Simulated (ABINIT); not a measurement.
# A GW chain in ABINIT: KMgH3 (Pm-3m)

How does a plane-wave GW calculation on KMgH3 (Pm-3m) run from the first input to the gap?

Method: LDA and many-body steps on it, plane waves, in ABINIT 10.8.3.

### 1. Set-up

The structure is cubic, space group Pm-3m (No. 221). The conventional cell has a = 4.025 Å, b = 4.025 Å, c = 4.025 Å, α = 90.00°, β = 90.00°, γ = 90.00°. K has 12 H at 2.85 Å nearest. Nearest to Mg lie 6 H at 2.01 Å. Nearest to H lie 2 Mg at 2.01 Å and 8 H at 2.85 Å and 4 K at 2.85 Å. Farther neighbours are not listed.

The cell and positions come from the Crystallography Open Database and are kept as given unless a step says otherwise.

### 2. Ground state

This step: ABINIT 10.8.3; DFT, LDA, plane waves, norm-conserving pseudopotentials.

The ground-state density comes first.

run.abi reads:

```
acell 3*1.0 Angstrom
rprim 
  4.025000000000 0.000000000000 0.000000000000
  0.000000000000 4.025000000000 0.000000000000
  0.000000000000 0.000000000000 4.025000000000
ntypat 3
znucl 19 12 1
natom 5
typat 1 2 3 3 3
xred 
  0.000000000000 0.000000000000 0.000000000000
  0.500000000000 0.500000000000 0.500000000000
  0.000000000000 0.500000000000 0.500000000000
  0.500000000000 0.000000000000 0.500000000000
  0.500000000000 0.500000000000 0.000000000000
pp_dirpath "pseudos"
pseudos "K.upf, Mg.upf, H.upf"
ecut 38
ngkpt 6 6 6
nshiftk 1
shiftk 0 0 0
kptopt 1
chksymbreak 0
nband 17
occopt 1
tolvrs 1e-10
nstep 60
prtwf 0
optforces 0
optstress 0
indata_prefix "in"
outdata_prefix "out"
tmpdata_prefix "tmp"
```

Launch:

```sh
OMP_NUM_THREADS=1 mpirun -n 4 abinit run.abi > log
```

Numbers of over 12 decimals in the logs are rounded to 6 here.

The program printed:

```text
.Version 10.8.3 of ABINIT. v10.8.2 released Aug 2026.

 Symmetries : space group Pm -3 m (#221); Bravais cP (primitive cubic)
================================================================================
 Values of the parameters that define the memory need of the present run
     intxc =       0    ionmov =       0      iscf =       7    lmnmax =       6
     lnmax =       6     mgfft =      45  mpssoang =       3    mqgrid =    3001
     natom =       5  nloc_mem =       1    nspden =       1   nspinor =       1
    nsppol =       1      nsym =      48    n1xccc =    2501    ntypat =       3
    occopt =       1   xclevel =       1
-    mband =          17        mffmem =           1         mkmem =           5
       mpw =        4948          nfft =       91125          nkpt =          20
================================================================================
  Rough estimation (10% accuracy) of disk space for files :
================================================================================

--------------------------------------------------------------------------------
------------- Echo of variables that govern the present computation ------------
--------------------------------------------------------------------------------
 -outvars: echo values of preprocessed input variables --------
            acell      1.8897261259E+00  1.8897261259E+00  1.8897261259E+00 Bohr

      chksymbreak           0
             ecut      3.80000000E+01 Hartree
-          fftalg         312

              ixc       -1012
              kpt      0.00000000E+00  0.00000000E+00  0.00000000E+00
                       1.66666667E-01  0.00000000E+00  0.00000000E+00
                       3.33333333E-01  0.00000000E+00  0.00000000E+00
                       5.00000000E-01  0.00000000E+00  0.00000000E+00
                       1.66666667E-01  1.66666667E-01  0.00000000E+00
                       3.33333333E-01  1.66666667E-01  0.00000000E+00
                       5.00000000E-01  1.66666667E-01  0.00000000E+00
                       3.33333333E-01  3.33333333E-01  0.00000000E+00
                       5.00000000E-01  3.33333333E-01  0.00000000E+00
   [... 9 further rows ...]
                       5.00000000E-01  5.00000000E-01  3.33333333E-01
                       5.00000000E-01  5.00000000E-01  5.00000000E-01
         kptrlatt        6    0    0      0    6    0      0    0    6
          kptrlen      4.56368859E+01
P           mkmem           5
            natom           5
            nband          17
            ngfft          45      45      45
             nkpt          20
            nstep          60
             nsym          48
           ntypat           3
              occ      2.000000  2.000000  2.000000  2.000000  2.000000  2.000000
                       2.000000  2.000000  2.000000  2.000000  2.000000  0.000000
                       0.000000  0.000000  0.000000  0.000000  0.000000
        optforces           0
        optstress           0
            prtwf           0
            rprim      4.0250000000E+00  0.0000000000E+00  0.0000000000E+00
[...]
spgroup         221

           tolvrs      1.00000000E-10

             xred      0.0000000000E+00  0.0000000000E+00  0.0000000000E+00
[...]
znucl       19.00000   12.00000    1.00000

================================================================================

 chkinp: Checking input parameters for consistency.

================================================================================
== DATASET  1 ==================================================================
-   mpi_nproc: 4, omp_nthreads: 1 (-1 if OMP is not activated)

--- !DatasetInfo
iteration_state: {dtset: 1, }
dimensions: {natom: 5, nkpt: 20, mband: 17, nsppol: 1, nspinor: 1, nspden: 1, mpw: 4948, }
cutoff_energies: {ecut:  38.0, pawecutdg:  -1.0, }
electrons: {nelect:   2.20000000E+01, charge:   0.00000000E+00, occopt:   1.00000000E+00, tsmear:   1.00000000E-02, }

 Real(R)+Recip(G) space primitive vectors, cartesian coordinates (Bohr,Bohr^-1):
 R(1)=  7.6061477  0.0000000  0.0000000  G(1)=  0.1314726  0.0000000  0.0000000
 R(2)=  0.0000000  7.6061477  0.0000000  G(2)=  0.0000000  0.1314726  0.0000000
 R(3)=  0.0000000  0.0000000  7.6061477  G(3)=  0.0000000  0.0000000  0.1314726
 Unit cell volume ucvol=  4.4004213E+02 bohr^3
 Angles (23,13,12)=  9.00000000E+01  9.00000000E+01  9.00000000E+01 degrees

 getcut: wavevector=  0.0000  0.0000  0.0000  ngfft=  45  45  45
         ecut(hartree)=     38.000   => boxcut(ratio)=   2.08464

--- Pseudopotential description ------------------------------------------------
- K Generated using ONCVPSP code by D. R. Hamann
- 19.00000   9.00000  180309                  znucl, zion, pspdat
12 -1012 2 -1 2170                            pspcod,pspxc,lmax,lloc,mmax
     nproj     2     2     2
  pspatm : epsatm=    8.21740868
         --- l  ekb(1:nproj) -->
[...]
pspatm: atomic psp has been read  and splines computed

- Mg Generated using ONCVPSP code by D. R. Hamann
- 12.00000  10.00000  180309                  znucl, zion, pspdat
12 -1012 1 -1 1510                            pspcod,pspxc,lmax,lloc,mmax
     nproj     2     2     0
  pspatm : epsatm=    9.23542517
         --- l  ekb(1:nproj) -->
[...]
pspatm: atomic psp has been read  and splines computed

- H Generated using ONCVPSP code by D. R. Hamann
-  1.00000   1.00000  180309                  znucl, zion, pspdat
12 -1012 1 -1 1180                            pspcod,pspxc,lmax,lloc,mmax
     nproj     2     1     0
  pspatm : epsatm=    0.35439867
         --- l  ekb(1:nproj) -->
[...]
1   -0.275071
 pspatm: atomic psp has been read  and splines computed

   4.07352657E+02                                ecore*ucvol(ha*bohr**3)
--------------------------------------------------------------------------------

_setup2: Arith. and geom. avg. npw (full set) are    4921.532    4921.504

================================================================================

--- !BeginCycle
iteration_state: {dtset: 1, }
solver: {iscf: 7, nstep: 60, nline: 4, wfoptalg: 0, }
tolerances: {tolvrs: 1.00E-10, }

     iter   Etot(hartree)      deltaE(h)  residm     vres2
 ETOT  1  -90.923058457484    -9.092E+01 1.194E-01 1.530E+02
 ETOT  2  -90.979316714774    -5.626E-02 4.187E-03 9.813E-01
 ETOT  3  -90.979461289294    -1.446E-04 3.404E-03 4.593E-01
 ETOT  4  -90.979488543017    -2.725E-05 4.902E-04 2.483E-02
 ETOT  5  -90.979489966195    -1.423E-06 7.588E-04 1.370E-03
 ETOT  6  -90.979490061081    -9.489E-08 2.625E-04 1.519E-05
 ETOT  7  -90.979490066224    -5.143E-09 4.208E-04 1.428E-06
 ETOT  8  -90.979490066456    -2.318E-10 2.567E-04 1.337E-08
 ETOT  9  -90.979490066455     1.066E-12 6.955E-04 6.279E-10
 ETOT 10  -90.979490066453     1.549E-12 2.984E-04 9.652E-13

 At SCF step   10       vres2   =  9.65E-13 < tolvrs=  1.00E-10 =>converged.

--- !ResultsGS
iteration_state: {dtset: 1, }
comment   : Summary of ground state results
lattice_vectors:
- [  7.6061477,   0.0000000,   0.0000000, ]
- [  0.0000000,   7.6061477,   0.0000000, ]
- [  0.0000000,   0.0000000,   7.6061477, ]
lattice_lengths: [   7.60615,    7.60615,    7.60615, ]
lattice_angles: [ 90.000,  90.000,  90.000, ] # degrees, (23, 13, 12)
lattice_volume:   4.4004213E+02
convergence: {deltae:  1.549E-12, res2:  9.652E-13, residm:  2.984E-04, diffor:  0.000E+00, }
etotal    :  -9.09794901E+01
entropy   :   0.00000000E+00
fermie    :   6.84931933E-02
cartesian_stress_tensor: null
pressure_GPa: null
xred      :
- [  0.0000E+00,   0.0000E+00,   0.0000E+00,  K]
- [  5.0000E-01,   5.0000E-01,   5.0000E-01, Mg]
- [  0.0000E+00,   5.0000E-01,   5.0000E-01,  H]
- [  5.0000E-01,   0.0000E+00,   5.0000E-01,  H]
- [  5.0000E-01,   5.0000E-01,   0.0000E+00,  H]
cartesian_forces: null
force_length_stats: {min: null, max: null, mean: null, }

 Integrated electronic density in atomic spheres:
 ------------------------------------------------
 Atom  Sphere_radius  Integrated_density
[...]
================================================================================

 ----iterations are completed or convergence reached----

 Mean square residual over all n,k,spin=   20.950E-07; max=  29.842E-05
 reduced coordinates (array xred) for    5 atoms
       0.000000000000      0.000000000000      0.000000000000
       0.500000000000      0.500000000000      0.500000000000
       0.000000000000      0.500000000000      0.500000000000
       0.500000000000      0.000000000000      0.500000000000
       0.500000000000      0.500000000000      0.000000000000
 rms dE/dt=  0.0000E+00; max dE/dt=  0.0000E+00; dE/dt below (all hartree)
    1       0.000000000000      0.000000000000      0.000000000000
    2       0.000000000000      0.000000000000      0.000000000000
    3       0.000000000000      0.000000000000      0.000000000000
    4       0.000000000000      0.000000000000      0.000000000000
    5       0.000000000000      0.000000000000      0.000000000000

 cartesian coordinates (angstrom) at end:
    1      0.000000     0.000000     0.000000
    2      2.012500     2.012500     2.012500
    3      0.000000     2.012500     2.012500
    4      2.012500     0.000000     2.012500
    5      2.012500     2.012500     0.000000
 length scales=  1.889726125908  1.889726125908  1.889726125908 bohr
              =  1.000000000000  1.000000000000  1.000000000000 angstroms
 prteigrs : about to open file out_EIG
 Fermi (or HOMO) energy (hartree) =   0.06849   Average Vxc (hartree)=  -0.32899
 Eigenvalues (hartree) for nkpt=  20  k points:
 kpt#   1, nband= 17, wtk=  0.00463, kpt=  0.0000  0.0000  0.0000 (reduced coord)
  -2.64076   -1.44358   -1.44358   -1.44358   -0.98901   -0.38838   -0.38838   -0.38838
  -0.13851    0.05033    0.05033    0.27012    0.27012    0.27012    0.35639    0.35639
   0.38910
 prteigrs : prtvol=0 or 1, do not print more k-points.

--- !EnergyTerms
iteration_state     : {dtset: 1, }
comment             : Components of total free energy in Hartree
kinetic             :  4.56967110177000E+01
hartree             :  2.94518974163122E+01
xc                  : -1.49458860104540E+01
Ewald energy        : -4.64833495829085E+01
psp_core            :  9.25712859590245E-01
local_psp           : -9.14724347043656E+01
non_local_psp       : -1.41521410623275E+01
total_energy        : -9.09794900664532E+01
total_energy_eV     : -2.47567804466065E+03
band_energy         : -1.83653545964211E+01

== END DATASET(S) ==============================================================
================================================================================

 -outvars: echo values of variables after computation  --------
           etotal     -9.0979490066E+01
            nband          17
             nkpt          20
          spgroup         221
 [... the other variables as echoed above ...]

 Calculation completed.
```

The job ended after 18 s (4 MPI ranks of Arm Neoverse V1, shared host; peak memory 0.33 GiB).

This step gave:

```yaml
total_energy: -2475.6780 eV
gap: 2.048 eV
k_of_the_valence_top: 0.5, 0, 0
k_of_the_conduction_bottom: 0.5, 0.5, 0.5
least_direct_gap: 4.216 eV
```

The gap is indirect, with the least direct gap 2.17 eV higher.

(Part 1 of 3 ends here.)

[Paths, hosts, dates, memory and timing lines, banners, echoed tables and standing remarks are left out of the program output.]

[Logs are printed without paths, hosts, clocks, repeated set-up lines and the standing remarks that a program may print on its own settings, such as how far it seeks lower states.]

[Runs of the session that timed out or met a known fault of the program may be left out.]

[Hosts, paths, dates, database ids (printed as entryN), source tags and the programs' standing remarks are cut or masked in the printed files.]

[G0W0 gaps are taken among the corrected bands and points alone; a level outside them can change the order at an edge.]

[Where Ansatz stands beside ABINIT at settings called matched, ABINIT's density can come from a denser mesh and the files from another edition; pairs whose starting gaps differed by over 0.03 eV were left out, so agreement reads better than it is.]
